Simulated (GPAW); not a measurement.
# BN (P6_3/mmc): how ε∞ follows the gap

The empty bands of BN (P6_3/mmc) are shifted up rigidly by Δ, and ε∞ along x is computed for each shift. x, y and z are the Cartesian axes of the input cell.

Symmetry: P6_3/mmc, No. 194, hexagonal system. The conventional cell has a = 2.498 Å, b = 2.498 Å, c = 6.636 Å, α = 90.00°, β = 90.00°, γ = 120.00°. Around N on site d lie 3 B at 1.44 Å. Around B on site c lie 3 N at 1.44 Å.

Method: GPAW 26.7.0, LDA, RPA, k-mesh 15×15×5, local fields up to 50 eV, Lorentzian half width 0.15 eV.

Launch of the response step: `OMP_NUM_THREADS=1 python df.py`. The series took 2.6 min in all, its band step included, on 1 thread of Arm Neoverse V2, on a shared host.

```
Δ (eV)  ε∞ along x
  0.00           ?
  0.40       4.594
  0.80       4.430
  1.20       4.282
  1.60       4.149
  2.00       4.028
```

With one effective transition at E₀ and fixed dipole strength, ε∞ − 1 = A/(E₀ + Δ), so 1/(ε∞ − 1) is linear in Δ.

Working, on the rows shown:

| x = Δ (eV) | y = 1/(ε∞ − 1) |
| --- | --- |
| 0.4 | 0.278242 |
| 0.8 | 0.291545 |
| 1.2 | 0.304692 |
| 1.6 | 0.317561 |
| 2 | 0.330251 |

Means: x̄ = 1.2, ȳ = 0.30446. Σ(x − x̄)(y − ȳ) = 0.05201, Σ(x − x̄)² = 1.6. Slope = 0.05201 / 1.6 = 0.03251; intercept = ȳ − slope · x̄ = 0.26545. Turned back into ε∞ along x, the line misses the rows shown by at most 0.0027.

Question: Predict the last column of the withheld row from the fit.

Answer: At x = 0 the line gives y = 0.26545, that is 4.767. The run gave 4.778, so the extrapolation is off by 0.011, 1.4 % of the range in the table.

Refitted with all rows, the slope is 0.03278 and the intercept 0.26505. These give E₀ = intercept/slope = 8.1 eV, far above the least direct gap of 4.50 eV: most of the screening comes from transitions well over the edge. Over the first step ε∞ falls by 10 % per eV. The cell comes from an older database entry, whose edges can be off by a per cent or so. Excitons are left out; LDA gaps are as a rule too small. The values come from a sum over the points of one k-mesh and carry its error, which grows as the direct gap shrinks.

[Logs are printed without paths, hosts, clocks, repeated set-up lines and the standing remarks that a program may print on its own settings, such as how far it seeks lower states.]
